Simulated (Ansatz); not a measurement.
# CO on Os(0001): change of the work function

Aim: the work function of Os(0001) at several coverages of CO (hcp site), and the dipole that each adsorbate carries.

Method: plane-wave DFT, PBEsol, Ansatz PAW, in the first sound run; inputs show where later runs differ, in Ansatz 0.2.0.

## 1. Set-up

The cell holds 4 atoms: 4 Os. Cell: a = 2.740 Å, b = 2.740 Å, c = 24.490 Å, α = 90.0°, β = 90.0°, γ = 60.0°. Vacuum lies along c.

## 2. The clean slab

The bare slab comes first, as the zero from which every change is counted. The two lowest layers are held at bulk places and the upper ones relax. The dipole correction removes the false field that a one-sided slab makes across the periodic vacuum, so each face gets a flat vacuum level of its own.

input.yaml reads:

```yaml
crystal:
  lattice:
    - [2.74, 0.0, 0.0]
    - [1.37, 2.3729096064, 0.0]
    - [0.0, 0.0, 24.48969]
  atoms:
    - { symbol: Os, position: [0.6666666667, 0.6666666667, 0.3675015894] }
    - { symbol: Os, position: [0.0, 0.0, 0.4558338631] }
    - { symbol: Os, position: [0.6666666667, 0.6666666667, 0.5441661369] }
    - { symbol: Os, position: [0.0, 0.0, 0.6324984106] }
kpoints:
  mp_grid: { grid: [13, 13, 1] }
hamiltonian:
  xc: pbesol
scf:
  occupations: { method: fermi_dirac, width: 0.1 }
  convergence: { dr2_threshold: 1.0e-08 }
efield:
  axis: 3
  dipole_correction: true
  ramp_position: 0.97
  ramp_width: 0.06
relax:
  f_tol: 0.02
  max_steps: 60
  constraints: [{ sites: [0, 1] }]
output:
  write_potential: true
  write_density: true
  volumetric_format: npy
```

The run is started by

```console
$ ansatz run input.yaml --threads 4 --pin off --max-ram 12288MiB --backend cpu --events-out ev --progress --plain --runs-dir out
```

Numbers of over 12 decimals in the logs are rounded to 6 here.

What it wrote:

```text
Engine: ansatz 0.2.0, aarch64-unknown-linux-gnu
Pseudopotentials: kind: paw
Pseudopotential: Os, paw, valence charge 16, recommended cutoff 420 eV (normal), Os.paw.azcp
Functional definition: PBEsol
  exchange = pbesol_x
  correlation = pbesol_c
Crystal: 4 atoms, lattice volume = 159.226 Å³
Basis set: ecut = 420 eV, 3123 PW (Γ), exchange–correlation on 40×40×360 points (8 copies of the dense FFT grid, shifted against one another)
Bands: 39, of which v1, the nominal top of the filled ones, is band 32 counted from 1 (31 counted from 0)
Symmetry: 6 space group operations
k-points: 21 of 169 (time reversal used)
Non-local potential: Os, projectors of the file, l = 0: 3, l = 1: 2, l = 2: 2, l = 3: 1
PAW form: soft (Blöchl's): semilocal exchange-correlation on the pseudo side does not see the compensation charge
PAW frozen core: Os, regenerated for the run's functional, and the local potential with it (the file was generated under x = pbe(κ = 0.804, μ = 0.219515), c = pbe(β = 0.066725))
PAW one-centre angular grid: Os, 590 points (default); XC on 64 Gauss nodes
Initial density: superposition of atomic densities (neutral atoms: chi_scale 0, normalization atom), corrected by the library's trained network
Initial wavefunctions: pseudopotential atomic-orbital guess
Functional: x = pbesol(κ = 0.804, μ = 0.123457), c = pbesol(β = 0.046)
SCF iter   1: F=—  HF=-45001.413843 eV  |F-HF|=—  |Δ(HF+E_count)|=         —  Δρ=7.16e-3  dr2=2.54e-1  ethr=1.77e-3  p=0.000 e·Å  D=1.89e-14 V/Å  ΔV_dip=-0.00 eV  dr2_dipole=1.67e-7  V_vac-E_F(+/−)=5.50/5.50 eV  ⟨swp⟩=8.3  Hψ=4078  notcnv=0
efield: sawtooth ramp at fractional position 0.9700 (set: `efield.ramp_position`, or a place that a band, a saddle search or an elastic batch's reference lends), width 0.0600; the density the first Hamiltonian is built on has a dipole p = 0.000 e·Å; the dipole correction subtracts the counter field D = 1.89e-14 V/Å, which shifts the + side's vacuum level by -0.00 eV against the − side's; the planar-averaged density in the ramp window peaks in size at 4.3e-5 e/Å³
preconditioner: auto → LDOS  [metal: Δε(μ)=0.073 eV  Ē_g=5.653 eV  σ=0.100 eV  W_gap=0.18  n_scr=18 (ndim 8)  ℏωp=16.6 eV  f_vac=0.579  D(μ)=3.40/eV (n_scr^D=14)  β→1.0]
SCF iter   2: F=—  HF=-45001.418245 eV  |F-HF|=—  |Δ(HF+E_count)|=   4.40e-3  Δρ=3.56e-3  dr2=5.64e-2  ethr=3.96e-4  p=-0.000 e·Å  D=-3.70e-5 V/Å  ΔV_dip=0.00 eV  dr2_dipole=1.54e-6  V_vac-E_F(+/−)=5.49/5.49 eV  ⟨swp⟩=2.1  Hψ=1497  notcnv=0
SCF iter   3: F=—  HF=-45001.408284 eV  |F-HF|=—  |Δ(HF+E_count)|=   9.96e-3  Δρ=1.28e-3  dr2=9.54e-3  ethr=8.82e-5  p=0.000 e·Å  D=4.42e-5 V/Å  ΔV_dip=-0.00 eV  dr2_dipole=3.03e-7  V_vac-E_F(+/−)=5.55/5.55 eV  ⟨swp⟩=2.3  Hψ=1409  notcnv=0
SCF iter   4: F=—  HF=-45001.406310 eV  |F-HF|=—  |Δ(HF+E_count)|=   1.97e-3  Δρ=2.58e-4  dr2=1.47e-4  ethr=1.49e-5  p=-0.000 e·Å  D=-8.90e-6 V/Å  ΔV_dip=0.00 eV  dr2_dipole=2.52e-8  V_vac-E_F(+/−)=5.53/5.53 eV  ⟨swp⟩=2.5  Hψ=1299  notcnv=0
SCF iter   5: F=—  HF=-45001.406325 eV  |F-HF|=—  |Δ(HF+E_count)|=   1.50e-5  Δρ=7.58e-5  dr2=4.94e-6  ethr=2.29e-7  p=0.000 e·Å  D=6.02e-7 V/Å  ΔV_dip=-0.00 eV  dr2_dipole=3.12e-9  V_vac-E_F(+/−)=5.53/5.53 eV  ⟨swp⟩=3.1  Hψ=1712  notcnv=0
SCF iter   6: F=—  HF=-45001.406350 eV  |F-HF|=—  |Δ(HF+E_count)|=   2.42e-5  Δρ=2.22e-5  dr2=8.03e-7  ethr=7.71e-9  p=-0.000 e·Å  D=-2.42e-6 V/Å  ΔV_dip=0.00 eV  dr2_dipole=7.71e-10  V_vac-E_F(+/−)=5.53/5.53 eV  ⟨swp⟩=3.0  Hψ=1429  notcnv=0
SCF iter   7: F=—  HF=-45001.406351 eV  |F-HF|=—  |Δ(HF+E_count)|=   1.57e-6  Δρ=5.78e-6  dr2=5.71e-8  ethr=1.25e-9  p=-0.000 e·Å  D=-2.78e-8 V/Å  ΔV_dip=0.00 eV  dr2_dipole=3.32e-11  V_vac-E_F(+/−)=5.53/5.53 eV  ⟨swp⟩=3.0  Hψ=1353  notcnv=0
SCF iter   8: F=-45001.406351 eV  HF=-45001.406351 eV  |F-HF|=5.11e-9  |Δ(HF+E_count)|=   9.94e-8  Δρ=1.88e-6  dr2=7.88e-9  ethr=1.56e-11  p=-0.000 e·Å  D=-1.17e-6 V/Å  ΔV_dip=0.00 eV  dr2_dipole=2.31e-11  V_vac-E_F(+/−)=5.53/5.53 eV  ⟨swp⟩=11.7  Hψ=6482  notcnv=0
SCF 1 converged in 8 iterations: F = -45001.406351 eV  dr2 = 7.88e-9
  greatest PAW one-centre occupation: 1.000 electrons in one spin orbital (limit 2), on the Os atom at site 2 (counted from 0), in its partial waves of l = 0
relax step   1: F+E_penalty+E_count = -45001.40635127 eV  Δ(F+E_penalty+E_count) = +0.000e0 eV  max|allowed force component| = 1.077e0 eV/Å  Δτ_max = 0.0000 Å  (8 SCF iters, accepted)
Initial density: handed on by an earlier stage of this run
Initial wavefunctions: those handed on with the density
iter 1 solved again at ethr=1.55e-3 eV; its pass at ethr=3.10e-3 eV (dr2=9.90e-1 eV) is discarded
SCF iter   1: F=—  HF=-45001.450975 eV  |F-HF|=—  |Δ(HF+E_count)|=         —  Δρ=1.01e-2  dr2=9.65e-1  ethr=1.55e-3  p=-0.000 e·Å  D=-3.21e-6 V/Å  ΔV_dip=0.00 eV  dr2_dipole=2.99e-1  V_vac-E_F(+/−)=5.50/5.50 eV  ⟨swp⟩=1.6  Hψ=3283  notcnv=0
efield: sawtooth ramp at fractional position 0.9700 (set: `efield.ramp_position`, or a place that a band, a saddle search or an elastic batch's reference lends), width 0.0600; the density the first Hamiltonian is built on has a dipole p = -0.000 e·Å; the dipole correction subtracts the counter field D = -3.21e-6 V/Å, which shifts the + side's vacuum level by +0.00 eV against the − side's; the planar-averaged density in the ramp window peaks in size at 8.9e-6 e/Å³
preconditioner: auto → LDOS  [metal: Δε(μ)=0.056 eV  Ē_g=5.844 eV  σ=0.100 eV  W_gap=0.14  n_scr=18 (ndim 8)  ℏωp=16.6 eV  f_vac=0.587  D(μ)=3.38/eV (n_scr^D=14)  β→1.0]
SCF iter   2: F=—  HF=-45001.440676 eV  |F-HF|=—  |Δ(HF+E_count)|=   1.03e-2  Δρ=5.78e-3  dr2=1.97e-1  ethr=1.51e-3  p=0.007 e·Å  D=7.69e-3 V/Å  ΔV_dip=-0.19 eV  dr2_dipole=1.10e-3  V_vac-E_F(+/−)=5.32/5.51 eV  ⟨swp⟩=2.6  Hψ=1327  notcnv=0
SCF iter   3: F=—  HF=-45001.403561 eV  |F-HF|=—  |Δ(HF+E_count)|=   3.71e-2  Δρ=1.43e-3  dr2=9.78e-3  ethr=3.08e-4  p=0.004 e·Å  D=4.71e-3 V/Å  ΔV_dip=-0.12 eV  dr2_dipole=5.23e-4  V_vac-E_F(+/−)=5.40/5.52 eV  ⟨swp⟩=2.9  Hψ=1661  notcnv=0
SCF iter   4: F=—  HF=-45001.401566 eV  |F-HF|=—  |Δ(HF+E_count)|=   1.99e-3  Δρ=3.87e-4  dr2=6.49e-4  ethr=1.53e-5  p=0.004 e·Å  D=4.87e-3 V/Å  ΔV_dip=-0.12 eV  dr2_dipole=5.10e-5  V_vac-E_F(+/−)=5.39/5.51 eV  ⟨swp⟩=2.7  Hψ=1540  notcnv=0
SCF iter   5: F=—  HF=-45001.401578 eV  |F-HF|=—  |Δ(HF+E_count)|=   1.24e-5  Δρ=1.92e-4  dr2=8.41e-5  ethr=1.01e-6  p=0.004 e·Å  D=4.86e-3 V/Å  ΔV_dip=-0.12 eV  dr2_dipole=1.42e-5  V_vac-E_F(+/−)=5.39/5.51 eV  ⟨swp⟩=2.2  Hψ=1367  notcnv=0
[...]
SCF iter   4: F=—  HF=-45001.457924 eV  |F-HF|=—  |Δ(HF+E_count)|=   8.07e-4  Δρ=1.91e-4  dr2=7.67e-5  ethr=4.82e-6  p=0.001 e·Å  D=1.57e-3 V/Å  ΔV_dip=-0.04 eV  dr2_dipole=3.18e-7  V_vac-E_F(+/−)=5.47/5.51 eV  ⟨swp⟩=2.4  Hψ=1326  notcnv=0
SCF iter   5: F=—  HF=-45001.457943 eV  |F-HF|=—  |Δ(HF+E_count)|=   1.87e-5  Δρ=8.17e-5  dr2=1.45e-5  ethr=1.03e-7  p=0.001 e·Å  D=1.63e-3 V/Å  ΔV_dip=-0.04 eV  dr2_dipole=1.01e-7  V_vac-E_F(+/−)=5.47/5.51 eV  ⟨swp⟩=2.7  Hψ=1609  notcnv=0
SCF iter   6: F=—  HF=-45001.457949 eV  |F-HF|=—  |Δ(HF+E_count)|=   6.13e-6  Δρ=3.86e-5  dr2=2.28e-6  ethr=1.94e-8  p=0.002 e·Å  D=1.78e-3 V/Å  ΔV_dip=-0.04 eV  dr2_dipole=3.22e-8  V_vac-E_F(+/−)=5.47/5.51 eV  ⟨swp⟩=2.6  Hψ=1308  notcnv=0
SCF iter   7: F=—  HF=-45001.457963 eV  |F-HF|=—  |Δ(HF+E_count)|=   1.38e-5  Δρ=1.34e-5  dr2=3.78e-7  ethr=3.06e-9  p=0.002 e·Å  D=1.86e-3 V/Å  ΔV_dip=-0.05 eV  dr2_dipole=8.85e-8  V_vac-E_F(+/−)=5.47/5.51 eV  ⟨swp⟩=2.1  Hψ=1145  notcnv=0
SCF iter   8: F=—  HF=-45001.457963 eV  |F-HF|=—  |Δ(HF+E_count)|=   5.22e-7  Δρ=2.71e-6  dr2=1.62e-8  ethr=5.06e-10  p=0.002 e·Å  D=1.92e-3 V/Å  ΔV_dip=-0.05 eV  dr2_dipole=3.68e-9  V_vac-E_F(+/−)=5.46/5.51 eV  ⟨swp⟩=2.4  Hψ=1210  notcnv=0
SCF iter   9: F=-45001.457963 eV  HF=-45001.457963 eV  |F-HF|=5.02e-10  |Δ(HF+E_count)|=   2.77e-8  Δρ=4.65e-7  dr2=1.44e-9  ethr=1.34e-11  p=0.002 e·Å  D=1.94e-3 V/Å  ΔV_dip=-0.05 eV  dr2_dipole=9.57e-11  V_vac-E_F(+/−)=5.46/5.51 eV  ⟨swp⟩=10.7  Hψ=6063  notcnv=0
SCF 3 converged in 9 iterations: F = -45001.457963 eV  dr2 = 1.44e-9
relax step   3: F+E_penalty+E_count = -45001.45796310 eV  Δ(F+E_penalty+E_count) = -5.161e-2 eV  max|allowed force component| = 1.930e-1 eV/Å  Δτ_max = 0.0963 Å  (9 SCF iters, accepted)
[...]
relax step   4: F+E_penalty+E_count = -45001.45864014 eV  Δ(F+E_penalty+E_count) = -6.770e-4 eV  max|allowed force component| = 7.047e-2 eV/Å  Δτ_max = 0.0208 Å  (8 SCF iters, accepted)
SCF iter   1: F=—  HF=-45001.459207 eV  |F-HF|=—  |Δ(HF+E_count)|=         —  Δρ=6.09e-4  dr2=3.00e-3  ethr=4.27e-5  p=0.002 e·Å  D=1.85e-3 V/Å  ΔV_dip=-0.05 eV  dr2_dipole=7.38e-4  V_vac-E_F(+/−)=5.47/5.52 eV  ⟨swp⟩=2.0  Hψ=1573  notcnv=0
efield: sawtooth ramp at fractional position 0.9700 (set: `efield.ramp_position`, or a place that a band, a saddle search or an elastic batch's reference lends), width 0.0600; the density the first Hamiltonian is built on has a dipole p = 0.002 e·Å; the dipole correction subtracts the counter field D = 1.85e-3 V/Å, which shifts the + side's vacuum level by -0.05 eV against the − side's; the planar-averaged density in the ramp window peaks in size at 1.0e-5 e/Å³
preconditioner: auto → LDOS  [metal: Δε(μ)=0.044 eV  Ē_g=5.730 eV  σ=0.100 eV  W_gap=0.11  n_scr=18 (ndim 8)  ℏωp=16.6 eV  f_vac=0.581  D(μ)=3.40/eV (n_scr^D=14)  β→1.0]
SCF iter   2: F=—  HF=-45001.459059 eV  |F-HF|=—  |Δ(HF+E_count)|=   1.48e-4  Δρ=2.04e-4  dr2=1.99e-4  ethr=4.68e-6  p=0.002 e·Å  D=1.71e-3 V/Å  ΔV_dip=-0.04 eV  dr2_dipole=7.45e-6  V_vac-E_F(+/−)=5.47/5.52 eV  ⟨swp⟩=2.0  Hψ=1245  notcnv=0
SCF iter   3: F=—  HF=-45001.459039 eV  |F-HF|=—  |Δ(HF+E_count)|=   1.96e-5  Δρ=1.27e-4  dr2=9.88e-5  ethr=3.12e-7  p=0.002 e·Å  D=1.82e-3 V/Å  ΔV_dip=-0.04 eV  dr2_dipole=1.69e-6  V_vac-E_F(+/−)=5.47/5.52 eV  ⟨swp⟩=3.2  Hψ=1722  notcnv=0
SCF iter   4: F=—  HF=-45001.459023 eV  |F-HF|=—  |Δ(HF+E_count)|=   1.61e-5  Δρ=1.65e-5  dr2=8.48e-7  ethr=1.54e-7  p=0.002 e·Å  D=1.76e-3 V/Å  ΔV_dip=-0.04 eV  dr2_dipole=1.93e-9  V_vac-E_F(+/−)=5.47/5.52 eV  ⟨swp⟩=2.2  Hψ=1184  notcnv=0
SCF iter   5: F=—  HF=-45001.459050 eV  |F-HF|=—  |Δ(HF+E_count)|=   2.64e-5  Δρ=6.29e-6  dr2=8.18e-8  ethr=1.33e-9  p=0.002 e·Å  D=1.79e-3 V/Å  ΔV_dip=-0.04 eV  dr2_dipole=2.88e-10  V_vac-E_F(+/−)=5.47/5.52 eV  ⟨swp⟩=3.0  Hψ=1687  notcnv=0
SCF iter   6: F=—  HF=-45001.459050 eV  |F-HF|=—  |Δ(HF+E_count)|=   1.27e-7  Δρ=2.80e-6  dr2=1.97e-8  ethr=1.56e-11  p=0.002 e·Å  D=1.81e-3 V/Å  ΔV_dip=-0.04 eV  dr2_dipole=5.33e-10  V_vac-E_F(+/−)=5.47/5.52 eV  ⟨swp⟩=11.7  Hψ=6559  notcnv=0
SCF iter   7: F=-45001.459050 eV  HF=-45001.459050 eV  |F-HF|=4.92e-9  |Δ(HF+E_count)|=   3.62e-8  Δρ=8.77e-7  dr2=1.95e-9  ethr=1.56e-11  p=0.002 e·Å  D=1.81e-3 V/Å  ΔV_dip=-0.04 eV  dr2_dipole=5.53e-10  V_vac-E_F(+/−)=5.47/5.52 eV  ⟨swp⟩=10.8  Hψ=5903  notcnv=0
SCF 5 converged in 7 iterations: F = -45001.459050 eV  dr2 = 1.95e-9
relax step   5: F+E_penalty+E_count = -45001.45904973 eV  Δ(F+E_penalty+E_count) = -4.096e-4 eV  max|allowed force component| = 8.482e-4 eV/Å  Δτ_max = 0.0087 Å  (7 SCF iters, accepted)
NSCF: frozen V_eff on 21 k-points
the band table was solved once a step of the walk had ended and its energy, with any forces and stress, was formed, with the checks that follow a solve (3712 applications of the Hamiltonian). They found nothing against the state; the energy, forces and stress were not computed again (output.eigenvalues in the input reference)
WARN: The input density's exchange-correlation potential varies sharply where the density is thin. Do not read a vacuum level from v_tot or v_xc, or from such a field of the output density. On a cell that repeats whose density bears no net charge and no dipole along the vacuum's axis use v_es (v_loc + v_h of the components); under efield.dipole_correction with no amplitude use v_es + v_field, which holds any external [...]
SCF converged after 7 iterations
Free energy (F): -45001.459050 eV
Harris-Foulkes:  -45001.459050 eV  (|F-HF|=4.92e-9)
Internal energy: -45001.343643 eV  (E = F + TS)
E sigma→0 (E₀):  -45001.401347 eV
Entropy (-TS):   -0.115406 eV (-28.852 meV/atom)
Fermi energy:    5.552862 eV
Dipole field:    D = 0.001850 V/Å  (p = 0.001628 e·Å, saw-weighted, corrected)
Work function:   Φ+ = 5.4724 eV   Φ− = 5.5177 eV
Levels:          The Fermi level and band energies are counted from a zero that moves with the ramp; work functions are not
--- Per-component energies (eV) ---
  E_band       = -1553.655354
  E_kinetic    = 2241.962302
  E_local      = -104047.969456  (includes V_loc(G=0)·N_el)
  E_nonlocal   = 5.096650
  E_hartree    = 51111.954934
  E_xc         = -1056.513970
  E_vxc        = -1129.163982  (∫ρ·V_xc dr)
  E_paw        = -35519.128384  (= ΣΔE_a)
  E_vpaw       = -847.489832  (= ΣTr[D̂ρ^β])
  E_aug_tail   = -0.000323  (compensation charges beyond the density's cutoff)
  E_efield     = 0.000002  (sawtooth field / dipole correction)
  E_vefield    = 0.003636  (∫n·V_field dr)
  E_ewald      = 42262.262871
  E_core_change = 0.991732  (= ΣΔE_core)
  E_smearing   = -0.115406  (= −TS)
  E_closure    = 0.000000  (closes the sum)
  Σ components = -45001.459050   (vs F -45001.459050, Δ=0.00e0)
--- Forces (eV/Å), atoms counted from 1 ---
  atom   1  Os     0.00000000    -0.00000000     1.01813501
  atom   2  Os    -0.00000000     0.00000000    -1.01918563
  atom   3  Os     0.00000000    -0.00000000     0.00018918
  atom   4  Os     0.00000000     0.00000000     0.00084816
  max |Σ_I F_I| component: 1.33e-5 eV/Å
--- Band table (eV; the first three rows and the last of 21) ---
  k-point 0: bands = [... 28 lower, 3.1566, 3.3545, 3.3545, 4.6960, 4.6960, 4.9724, 6.0048, 6.0048, ... 3 higher]
  k-point 1: bands = [... 28 lower, 3.3094, 3.3494, 3.5196, 4.4480, 4.6407, 4.8659, 5.2669, 5.9385, ... 3 higher]
  k-point 2: bands = [... 28 lower, 3.3630, 3.6548, 3.8964, 4.0037, 4.4233, 4.7369, 5.1567, 5.8198, ... 3 higher]
  k-point 20: bands = [... 28 lower, 3.3153, 4.1121, 4.9400, 6.4123, 6.5104, 6.8310, 7.1981, 7.5020, ... 3 higher]
--- Relaxed structure (5 steps of the walk, 4 accepted, 0 SCFs on fresh bases) ---
  F+E_penalty+E_count = -45001.45904973 eV   max|allowed force component| = 8.482e-4 eV/Å
  atoms:
    - { symbol: Os, position: [0.666667, 0.666667, 0.3675015894] }
    - { symbol: Os, position: [0.0, 0.0, 0.4558338631] }
    - { symbol: Os, position: [0.666667, 0.666667, 0.543419] }
    - { symbol: Os, position: [-2.820666450492538e-18, 0, 0.628235] }
```

It took 18 s on 4 threads of Arm Neoverse V1, shared host; peak memory 0.47 GiB; 70 s of CPU time.

Relaxation path:

```
step  energy less that of the first step (eV)  largest force component (eV/Å)
   1                                   0.0000                          1.0769
   2                                   0.0047                          1.4206
   3                                  -0.0516                          0.1930
   4                                  -0.0523                          0.0705
   5                                  -0.0527                          0.0008
```

Relaxation step 2 was tried and not accepted.

The run keeps the 6 symmetry operations that it works with, so distortions that break them were not tested.

The atoms that moved most (Å):

```
atom     dx     dy      dz  length
 Os4  0.000  0.000  -0.104   0.104
 Os3  0.000  0.000  -0.018   0.018
```

Final coordinates:

```xyz
4
Lattice="2.7400 0.0000 0.0000 1.3700 2.3729 0.0000 0.0000 0.0000 24.4897" Properties=species:S:1:pos:R:3
Os    2.7400    1.5819    9.0000
Os    0.0000    0.0000   11.1632
Os    2.7400    1.5819   13.3082
Os    0.0000    0.0000   15.3853
```

Numbers from this step:

```yaml
energy_at_zero_smearing: -45001.4013 eV
work_function_upper_face: 5.472 eV
work_function_lower_face: 5.518 eV
dipole_along_the_normal: 0.001628 e·Å
step_between_the_vacuum_levels: -0.04532 eV
```

Running mean over 2.16323 Å of the planar mean; the ramp of the sawtooth is left out. The electron's electrostatic potential energy less the Fermi level by z:

```
z (Å)  electron's electrostatic potential energy less the Fermi level (eV)
  3.0                                                                 5.52
  3.5                                                                 5.52
  4.0                                                                 5.52
  4.5                                                                 5.52
  5.0                                                                 5.51
  5.5                                                                 5.49
  6.0                                                                 5.43
  6.5                                                                 5.17
  7.0                                                                 4.20
  7.5                                                                0.888
  8.0                                                                -4.92
  8.5                                                                -10.1
  9.0                                                                -12.1
  9.5                                                                -12.5
 10.0                                                                -12.7
 10.5                                                                -12.8
 11.0                                                                -12.9
 11.5                                                                -13.0
 12.0                                                                -13.2
 12.5                                                                -13.2
 13.0                                                                -13.1
 13.5                                                                -13.3
 14.0                                                                -13.7
 14.5                                                                -13.7
 15.0                                                                -13.0
 15.5                                                                -12.1
 16.0                                                                -9.21
 16.5                                                                -3.59
 17.0                                                                 1.88
 17.5                                                                 4.49
 18.0                                                                 5.21
 18.5                                                                 5.40
 19.0                                                                 5.45
 19.5                                                                 5.47
 20.0                                                                 5.47
 20.5                                                                 5.47
 21.0                                                                 5.47
```

The relaxation took 5 steps and lowered the energy by 0.053 eV; the largest force on the free atoms ends at 8.5e-4 eV/Å.

The work function of the upper face is 5.47 eV.

(Part 1 of 5 ends here.)

[Logs are printed without paths, hosts, clocks, repeated set-up lines and the standing remarks that a program may print on its own settings, such as how far it seeks lower states.]

[Hosts, paths, dates, database ids (printed as entryN), source tags and the programs' standing remarks are cut or masked in the printed files.]

[Maps of the electrostatic potential energy from Ansatz leave out the sawtooth potential of an applied field or a dipole correction, so their vacuum need not be flat; planar profiles and work functions include it.]
